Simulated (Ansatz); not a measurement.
# Preparing Mg3MoN4 (Pmn2_1) as a host crystal

Before any defect goes in: Mg3MoN4 (Pmn2_1) at rest, and how it screens a charge.

Calculated with Ansatz 0.2.0; plane-wave PAW DFT, PBE; relaxation of the host's cell and atoms; PAW set soft_1, in the first sound run; inputs show where later runs differ.

### 1. Starting point

It takes space group Pmn2_1 (No. 31, orthorhombic). Conventional cell: a = 6.727 Å, b = 5.815 Å, c = 5.235 Å, α = 90.00°, β = 90.00°, γ = 90.00°. Nearest to Mg lie 4 N at 2.06 to 2.10 Å. Nearest to Mg lie 4 N at 2.08 to 2.11 Å. Mo has 4 N at 1.84 to 1.87 Å nearest. Nearest to N lie 1 Mo at 1.86 Å and 3 Mg at 2.09 to 2.11 Å. Nearest to N lie 1 Mo at 1.84 Å and 3 Mg at 2.06 to 2.08 Å. Nearest to N lie 1 Mo at 1.87 Å and 3 Mg at 2.08 to 2.10 Å. Farther neighbours and most contacts between anions are not listed.

Coordinates:

```xyz
16
Lattice="6.7268 0.0000 0.0000 0.0000 5.8148 0.0000 0.0000 0.0000 5.2351" Properties=species:S:1:pos:R:3 pbc="T T T"
Mg    1.6967    0.9815    4.4869
Mg    5.0300    0.9815    4.4869
Mg    1.6667    4.8334    1.8693
Mg    5.0601    4.8334    1.8693
Mg    0.0000    3.8450    4.4965
Mg    3.3634    1.9699    1.8789
Mo    0.0000    1.9147    1.8298
Mo    3.3634    3.9002    4.4473
N     0.0000    3.6917    2.3877
N     3.3634    2.1232    5.0052
N     0.0000    1.8986    5.2224
N     3.3634    3.9162    2.6049
N     5.1760    1.0318    2.3909
N     1.5508    1.0318    2.3909
N     4.9141    4.7830    5.0084
N     1.8126    4.7830    5.0084
```

### 2. Host cell relaxation

Cell and atoms are relaxed together, until forces and stress fall under their thresholds.

The input, cell/input.yaml:

```yaml
crystal:
  lattice:
    - [6.7267518, 0.0, 0.0]
    - [0.0, 5.8148498, 0.0]
    - [0.0, 0.0, 5.2351251]
  atoms:
    - { symbol: Mg, position: [0.25223274, 0.16878868, 0.85707232] }
    - { symbol: Mg, position: [0.74776726, 0.16878868, 0.85707232] }
    - { symbol: Mg, position: [0.24776726, 0.83121132, 0.35707232] }
    - { symbol: Mg, position: [0.75223274, 0.83121132, 0.35707232] }
    - { symbol: Mg, position: [0.0, 0.66123153, 0.85890445] }
    - { symbol: Mg, position: [0.5, 0.33876847, 0.35890445] }
    - { symbol: Mo, position: [0.0, 0.32927681, 0.34951521] }
    - { symbol: Mo, position: [0.5, 0.67072319, 0.84951521] }
    - { symbol: "N", position: [0.0, 0.63487022, 0.45608708] }
    - { symbol: "N", position: [0.5, 0.36512978, 0.95608708] }
    - { symbol: "N", position: [0.0, 0.32651387, 0.99757241] }
    - { symbol: "N", position: [0.5, 0.67348613, 0.49757241] }
    - { symbol: "N", position: [0.76946455, 0.17745044, 0.4566981] }
    - { symbol: "N", position: [0.23053545, 0.17745044, 0.4566981] }
    - { symbol: "N", position: [0.73053545, 0.82254956, 0.9566981] }
    - { symbol: "N", position: [0.26946455, 0.82254956, 0.9566981] }
basis:
  ecutwfc: 420
  xc_grid: 2
hamiltonian:
  xc: pbe
  pseudopotentials: { kind: paw, azcp: { folder: soft_1 } }
kpoints:
  mp_grid: { grid: [4, 5, 6] }
scf:
  occupations: { method: fixed }
  max_iter: 100
relax:
  f_tol: 0.005
  max_steps: 60
  cell: {}
output:
  forces: true
  stress: true
checkpoint:
  write: "../cell.run"
  compress: false
  write_wavefunctions: false
  write_every: 100000
```

Started as:

```
$ ansatz run input.yaml --threads 4 --pin off --max-ram 15073MiB --backend cpu --events-out ev --progress --plain --runs-dir out
```

Numbers of over 12 decimals in the logs are rounded to 6 here.

The log of the run:

```text
[... repeated set-up lines and file paths are left out, and long positions are rounded to six places ...]
Engine: ansatz 0.2.0, aarch64-unknown-linux-gnu
Pseudopotentials: kind: paw
Pseudopotential: Mg, paw, valence charge 10, recommended cutoff 420 eV (normal), soft_1/Mg.paw.azcp
Pseudopotential: Mo, paw, valence charge 14, recommended cutoff 420 eV (normal), soft_1/Mo.paw.azcp
Pseudopotential: N, paw, valence charge 5, recommended cutoff 420 eV (normal), soft_1/N.paw.azcp
Functional definition: PBE
  parameter kappa = 0.804
  parameter beta = 0.066725
  exchange = pbe_x(kappa = kappa, mu = beta*pi^2/3)
  correlation = pbe_c(beta = beta)
Crystal: 16 atoms, lattice volume = 204.772 Å³
Basis set: ecut = 420 eV, 3965 PW (Γ), exchange–correlation on 90×80×72 points (8 copies of the dense FFT grid, shifted against one another)
Bands: 80, of which v1, the nominal top of the filled ones, is band 64 counted from 1 (63 counted from 0)
Symmetry: 4 space group operations
Space group: Pmn21 (ITA 31), of the structure as read, at distance tolerance 5.9e-5 Å
k-points: 36 of 120 (time reversal used)
Non-local potential: Mg, projectors of the file, l = 0: 3, l = 1: 2, l = 2: 1
Non-local potential: Mo, projectors of the file, l = 0: 3, l = 1: 2, l = 2: 2, l = 3: 1
Non-local potential: N, projectors of the file, l = 0: 2, l = 1: 2, l = 2: 1
PAW form: soft (Blöchl's): semilocal exchange-correlation on the pseudo side does not see the compensation charge
PAW one-centre angular grid: Mg, 110 points (default); XC on 64 Gauss nodes
PAW one-centre angular grid: Mo, 590 points (default); XC on 64 Gauss nodes
PAW one-centre angular grid: N, 110 points (default); XC on 64 Gauss nodes
Initial density: superposition of atomic densities (chi_scale 0.1, normalization cell, long waves kept (reshape's long-wave potential 0.07 eV rms))
Initial wavefunctions: pseudopotential atomic-orbital guess
Functional: x = pbe(κ = 0.804, μ = 0.219515), c = pbe(β = 0.066725)
SCF iter   1: F=—  HF=-24555.940705 eV  |F-HF|=—  |Δ(HF+E_count)|=         —  Δρ=1.52e-1  dr2=7.40e1  ethr=3.10e-3  ⟨swp⟩=5.0  Hψ=9756  notcnv=0  defer=467
preconditioner: auto → Resta (q_TF=auto, 2.523 Å⁻¹)  ε∞=4.3  [insulator: Δε(μ)=4.701 eV  Ē_g=11.490 eV  n_scr=56 (ndim 8)  ℏωp=20.8 eV  f_vac=0.000  ε∞_Penn≈4.3]
SCF iter   2: F=—  HF=-24540.898488 eV  |F-HF|=—  |Δ(HF+E_count)|=    1.50e1  Δρ=6.61e-2  dr2=7.34e0  ethr=3.10e-3  ⟨swp⟩=4.0  Hψ=6528  notcnv=0  defer=488
SCF iter   3: F=—  HF=-24539.973471 eV  |F-HF|=—  |Δ(HF+E_count)|=   9.25e-1  Δρ=2.79e-2  dr2=1.32e0  ethr=3.10e-3  ⟨swp⟩=2.0  Hψ=4175  notcnv=0  defer=333
automatic band count: iteration 3 solves 78 bands in place of 80: the levels show a gap, and the empty bands left out lie too high to hold charge; the band table lists the bands solved (type scf.n_extra_bands for more)
SCF iter   4: F=—  HF=-24540.052225 eV  |F-HF|=—  |Δ(HF+E_count)|=   7.88e-2  Δρ=1.33e-2  dr2=6.89e-1  ethr=1.03e-3  ⟨swp⟩=3.0  Hψ=3789  notcnv=0  defer=422
SCF iter   5: F=—  HF=-24539.965824 eV  |F-HF|=—  |Δ(HF+E_count)|=   8.64e-2  Δρ=6.36e-3  dr2=1.62e-1  ethr=5.38e-4  ⟨swp⟩=2.0  Hψ=3214  notcnv=0  defer=430
SCF iter   6: F=—  HF=-24539.948065 eV  |F-HF|=—  |Δ(HF+E_count)|=   1.78e-2  Δρ=3.14e-3  dr2=2.45e-2  ethr=1.27e-4  ⟨swp⟩=2.4  Hψ=3721  notcnv=0  defer=432
SCF iter   7: F=—  HF=-24539.945026 eV  |F-HF|=—  |Δ(HF+E_count)|=   3.04e-3  Δρ=1.08e-3  dr2=4.14e-3  ethr=1.92e-5  ⟨swp⟩=2.0  Hψ=3833  notcnv=0  defer=432
SCF iter   8: F=—  HF=-24539.945006 eV  |F-HF|=—  |Δ(HF+E_count)|=   1.99e-5  Δρ=1.13e-4  dr2=2.37e-5  ethr=3.23e-6  ⟨swp⟩=2.0  Hψ=3473  notcnv=0  defer=432
SCF iter   9: F=—  HF=-24539.944699 eV  |F-HF|=—  |Δ(HF+E_count)|=   3.06e-4  Δρ=7.20e-5  dr2=1.76e-5  ethr=1.85e-8  ⟨swp⟩=2.0  Hψ=4624  notcnv=0  defer=332
SCF iter  10: F=—  HF=-24539.944699 eV  |F-HF|=—  |Δ(HF+E_count)|=   3.73e-7  Δρ=3.82e-5  dr2=3.77e-6  ethr=1.37e-8  ⟨swp⟩=2.0  Hψ=3555  notcnv=0  defer=332
SCF iter  11: F=—  HF=-24539.944698 eV  |F-HF|=—  |Δ(HF+E_count)|=   5.50e-7  Δρ=7.32e-6  dr2=1.46e-7  ethr=2.94e-9  ⟨swp⟩=2.0  Hψ=3568  notcnv=0  defer=332
SCF iter  12: F=-24539.944699 eV  HF=-24539.944699 eV  |F-HF|=6.74e-9  |Δ(HF+E_count)|=   4.14e-8  Δρ=1.92e-6  dr2=7.81e-9  ethr=7.81e-11  ⟨swp⟩=4.0  Hψ=8598  notcnv=0
SCF 1 converged in 12 iterations: F = -24539.944699 eV  dr2 = 7.81e-9
  greatest PAW one-centre occupation: 1.000 electrons in one spin orbital (limit 2), on the Mg atom at site 3 (counted from 0), in its partial waves of l = 0
relax step   1: F+E_penalty+E_count = -24539.94469853 eV  Δ(F+E_penalty+E_count) = +0.000e0 eV  max|allowed force component| = 2.194e-1 eV/Å  Δτ_max = 0.0000 Å  P = +3.005 GPa  Ω = 204.772 Å³  (12 SCF iters, dr2 threshold 1.00e-7 eV, accepted)
[... the SCF cycles and remarks between the steps are left out from here to the last step ...]
relax step   2: F+E_penalty+E_count = -24539.97438388 eV  Δ(F+E_penalty+E_count) = -2.969e-2 eV  max|allowed force component| = 3.900e-2 eV/Å  Δτ_max = 0.0028 Å  P = +0.781 GPa  Ω = 207.495 Å³  energy of the carried Pulay correction = -3.172e-3 eV  (7 SCF iters, dr2 threshold 1.60e-6 eV, accepted)
relax step   3: F+E_penalty+E_count = -24539.97708696 eV  Δ(F+E_penalty+E_count) = -2.703e-3 eV  max|allowed force component| = 1.382e-2 eV/Å  Δτ_max = 0.0040 Å  P = +0.022 GPa  Ω = 208.891 Å³  energy of the carried Pulay correction = -4.783e-3 eV  (6 SCF iters, dr2 threshold 1.60e-6 eV, accepted)
relax step   4: F+E_penalty+E_count = -24539.97703986 eV  Δ(F+E_penalty+E_count) = +4.710e-5 eV  max|allowed force component| = 7.567e-3 eV/Å  Δτ_max = 0.0006 Å  P = -0.005 GPa  Ω = 208.978 Å³  energy of the carried Pulay correction = -4.883e-3 eV  (6 SCF iters, dr2 threshold 1.38e-8 eV, accepted)
relax step   5: F+E_penalty+E_count = -24539.97705930 eV  Δ(F+E_penalty+E_count) = -1.944e-5 eV  max|allowed force component| = 7.812e-4 eV/Å  Δτ_max = 0.0005 Å  P = -0.000 GPa  Ω = 208.968 Å³  energy of the carried Pulay correction = -4.871e-3 eV  (6 SCF iters, dr2 threshold 3.58e-9 eV, accepted)
relax step   6: F+E_penalty+E_count = -24539.98251820 eV  Δ(F+E_penalty+E_count) = -5.459e-3 eV  max|allowed force component| = 7.608e-4 eV/Å  Δτ_max = 0.0000 Å  P = +0.047 GPa  Ω = 208.968 Å³  stress off target by 5.23e-2 GPa  SCF on the basis re-selected at this cell (its energy is not comparable with the rows above)  (7 SCF iters)
relax step   7: F+E_penalty+E_count = -24539.98243409 eV  Δ(F+E_penalty+E_count) = +8.411e-5 eV  max|allowed force component| = 2.343e-4 eV/Å  Δτ_max = 0.0004 Å  P = +0.001 GPa  Ω = 209.054 Å³  energy of the carried Pulay correction = -9.858e-5 eV  (6 SCF iters, dr2 threshold 6.83e-9 eV, accepted)
iter 1 solved again at ethr=1.76e-8 eV; its pass at ethr=3.10e-3 eV (dr2=2.25e-5 eV) is discarded
SCF iter   1: F=—  HF=-24539.982846 eV  |F-HF|=—  |Δ(HF+E_count)|=         —  Δρ=7.12e-6  dr2=4.17e-8  ethr=1.76e-8  ⟨swp⟩=3.7  Hψ=16588  notcnv=0  defer=499
SCF iter   2: F=—  HF=-24539.982543 eV  |F-HF|=—  |Δ(HF+E_count)|=   3.03e-4  Δρ=3.12e-6  dr2=1.06e-8  ethr=3.26e-11  ⟨swp⟩=3.0  Hψ=6796  notcnv=0  defer=485
SCF iter   3: F=—  HF=-24539.982543 eV  |F-HF|=—  |Δ(HF+E_count)|=   3.01e-9  Δρ=2.01e-6  dr2=3.82e-9  ethr=8.25e-12  ⟨swp⟩=2.3  Hψ=4761  notcnv=0  defer=485
SCF iter   4: F=—  HF=-24539.982543 eV  |F-HF|=—  |Δ(HF+E_count)|=   3.77e-9  Δρ=8.15e-7  dr2=7.50e-10  ethr=2.98e-12  ⟨swp⟩=2.0  Hψ=3337  notcnv=0  defer=485
SCF iter   5: F=—  HF=-24539.982543 eV  |F-HF|=—  |Δ(HF+E_count)|=  5.68e-10  Δρ=3.33e-7  dr2=2.30e-10  ethr=1.00e-12  ⟨swp⟩=2.0  Hψ=3454  notcnv=0  defer=485
SCF iter   6: F=-24539.982543 eV  HF=-24539.982543 eV  |F-HF|=7.28e-12  |Δ(HF+E_count)|=  1.02e-10  Δρ=7.50e-8  dr2=1.02e-11  ethr=1.00e-12  ⟨swp⟩=4.0  Hψ=9646  notcnv=0
SCF 8 converged in 6 iterations: F = -24539.982543 eV  dr2 = 1.02e-11
relax step   8: F+E_penalty+E_count = -24539.98254280 eV  Δ(F+E_penalty+E_count) = -1.087e-4 eV  max|allowed force component| = 2.327e-4 eV/Å  Δτ_max = 0.0000 Å  P = +0.001 GPa  Ω = 209.054 Å³  stress off target by 1.60e-3 GPa  SCF on the basis re-selected at this cell (its energy is not comparable with the rows above)  (6 SCF iters)
basis re-selected at this cell: Δ(F+E_penalty+E_count) = -1.087e-4 eV, ΔP = +0.000 GPa vs the last step (what re-selecting the basis moved, of the pressure what is left beyond the Pulay correction that the steps carried, after the strain that the cell walked [...]
SCF converged after 6 iterations
Free energy (F): -24539.982543 eV
Harris-Foulkes:  -24539.982543 eV  (|F-HF|=7.28e-12)
Internal energy: -24539.982543 eV  (E = F + TS)
E sigma→0 (E₀):  -24539.982543 eV
Fermi energy:    7.223903 eV
--- Per-component energies (eV) ---
  E_band       = -2343.333371
  E_kinetic    = 2293.846775
  E_local      = -13828.709528  (includes V_loc(G=0)·N_el)
  E_nonlocal   = 1740.376136
  E_hartree    = 4717.467858
  E_xc         = -990.097190
  E_vxc        = -1250.469952  (∫ρ·V_xc dr)
  E_paw        = -9247.916947  (= ΣΔE_a)
  E_vpaw       = -733.319159  (= ΣTr[D̂ρ^β])
  E_aug_tail   = 0.006632  (compensation charges beyond the density's cutoff)
  E_ewald      = -9224.956279
  E_smearing   = -0.000000  (= −TS)
  E_closure    = -0.000000  (closes the sum)
  Σ components = -24539.982543   (vs F -24539.982543, Δ=0.00e0)
--- Forces (eV/Å), atoms counted from 1 ---
  atom   1  Mg    -0.00003739     0.00011632    -0.00005341
  atom   2  Mg     0.00003739     0.00011632    -0.00005341
  atom   3  Mg     0.00003739    -0.00011632    -0.00005341
  atom   4  Mg    -0.00003739    -0.00011632    -0.00005341
  atom   5  Mg    -0.00000000    -0.00013057    -0.00011971
  atom   6  Mg     0.00000000     0.00013057    -0.00011971
  atom   7  Mo    -0.00000000     0.00017324    -0.00016979
  atom   8  Mo    -0.00000000    -0.00017324    -0.00016979
  atom   9  N      0.00000000     0.00007548     0.00003703
  atom  10  N      0.00000000    -0.00007548     0.00003703
  atom  11  N      0.00000000    -0.00009996     0.00023097
  atom  12  N     -0.00000000     0.00009996     0.00023097
  atom  13  N     -0.00006019    -0.00002341     0.00005738
  atom  14  N      0.00006019    -0.00002341     0.00005738
  atom  15  N      0.00006019     0.00002341     0.00005738
  atom  16  N     -0.00006019     0.00002341     0.00005738
  max |Σ_I F_I| component: 2.71e-5 eV/Å
--- Stress (GPa, compression-positive) ---
        0.001085       0.000000       0.000000
        0.000000       0.000851       0.000000
        0.000000       0.000000       0.001597
  P = ⅓ Tr σ = 0.0012 GPa (0.012 kbar)
--- Relaxed structure (6 steps of the walk, 6 accepted, 2 SCFs on fresh bases) ---
  F+E_penalty+E_count = -24539.98254280 eV   max|allowed force component| = 2.327e-4 eV/Å   (the final SCF, on the basis selected at the relaxed cell)
  cell:  # Å, volume = 209.0535 Å³
    - [6.765521, 0.0, 0.0]
    - [0.0, 5.850484, 0.0]
    - [0.0, 0.0, 5.281587]
  atoms:
    - { symbol: Mg, position: [0.252274, 0.169341, 0.857376] }
    - { symbol: Mg, position: [0.747726, 0.169341, 0.857376] }
    - { symbol: Mg, position: [0.247726, 0.830659, 0.357376] }
    - { symbol: Mg, position: [0.752274, 0.830659, 0.357376] }
    - { symbol: Mg, position: [0.0, 0.660446, 0.858242] }
    - { symbol: Mg, position: [0.500000, 0.339554, 0.358242] }
    - { symbol: Mo, position: [0.0, 0.329012, 0.349282] }
    - { symbol: Mo, position: [0.500000, 0.670988, 0.849282] }
    - { symbol: N, position: [0.0, 0.634331, 0.455907] }
    - { symbol: N, position: [0.500000, 0.365669, 0.955907] }
    - { symbol: N, position: [0.0, 0.326282, 0.998332] }
    - { symbol: N, position: [0.500000, 0.673718, 0.498332] }
    - { symbol: N, position: [0.769696, 0.177473, 0.456552] }
    - { symbol: N, position: [0.230304, 0.177473, 0.456552] }
    - { symbol: N, position: [0.730304, 0.822527, 0.956552] }
    - { symbol: N, position: [0.269696, 0.822527, 0.956552] }
```

Run time: 1.9 min. Hardware: 4 threads of Arm Neoverse V1, shared host; peak memory 0.82 GiB; 7.4 min of CPU time.

Step by step:

```csv
step,energy less that of the first step (eV),largest force component (eV/Å),pressure (GPa),volume (Å³)
1,0.0000,0.2194,3.00,204.77
2,-0.0297,0.0390,0.78,207.50
3,-0.0324,0.0138,0.02,208.89
4,-0.0323,0.0076,-0.01,208.98
5,-0.0324,0.0008,0.00,208.97
6,-0.0378,0.0008,0.05,208.97
7,-0.0377,0.0002,0.00,209.05
8*,-0.0378,0.0002,0.00,209.05
```

Relaxation steps marked * repeat the geometry before them on a plane-wave basis chosen anew for their cell, so energy and pressure can jump there. The log counts 2 steps on a newly chosen plane-wave basis, not all of them marked here; energy and pressure can jump at such steps.

Forces are held to the 4 operations that the run works with; a distortion that breaks them can't arise in this run.

| conventional cell, symmetrised | before | after | change |
| --- | --- | --- | --- |
| a (Å) | 6.727 | 6.766 | +0.6 % |
| b (Å) | 5.815 | 5.850 | +0.6 % |
| c (Å) | 5.235 | 5.282 | +0.9 % |
| volume (Å³/atom) | 12.80 | 13.07 | +2.1 % |

The relaxed structure:

```xyz
16
Lattice="6.7655 0.0000 0.0000 0.0000 5.8505 0.0000 0.0000 0.0000 5.2816" Properties=species:S:1:pos:R:3 pbc="T T T"
Mg    1.7068    0.9907    4.5283
Mg    5.0588    0.9907    4.5283
Mg    1.6760    4.8598    1.8875
Mg    5.0895    4.8598    1.8875
Mg    0.0000    3.8639    4.5329
Mg    3.3828    1.9866    1.8921
Mo    0.0000    1.9249    1.8448
Mo    3.3828    3.9256    4.4856
N     0.0000    3.7111    2.4079
N     3.3828    2.1393    5.0487
N     0.0000    1.9089    5.2728
N     3.3828    3.9416    2.6320
N     5.2074    1.0383    2.4113
N     1.5581    1.0383    2.4113
N     4.9409    4.8122    5.0521
N     1.8246    4.8122    5.0521
```

Numbers from this step:

* pressure: 0.001177 GPa

The relaxation ends with a largest force component of 2.3e-4 eV/Å and a pressure of 0.00 GPa.

[end of part 1 of 4]

[Logs are printed without paths, hosts, clocks, repeated set-up lines and the standing remarks that a program may print on its own settings, such as how far it seeks lower states.]

[Hosts, paths, dates, database ids (printed as entryN), source tags and the programs' standing remarks are cut or masked in the printed files.]

[Runs of the host that timed out are not shown.]

[For some hosts the program warned that the k-mesh of the response run may be too coarse for force constants and the static dielectric constant; such warnings are not always shown.]
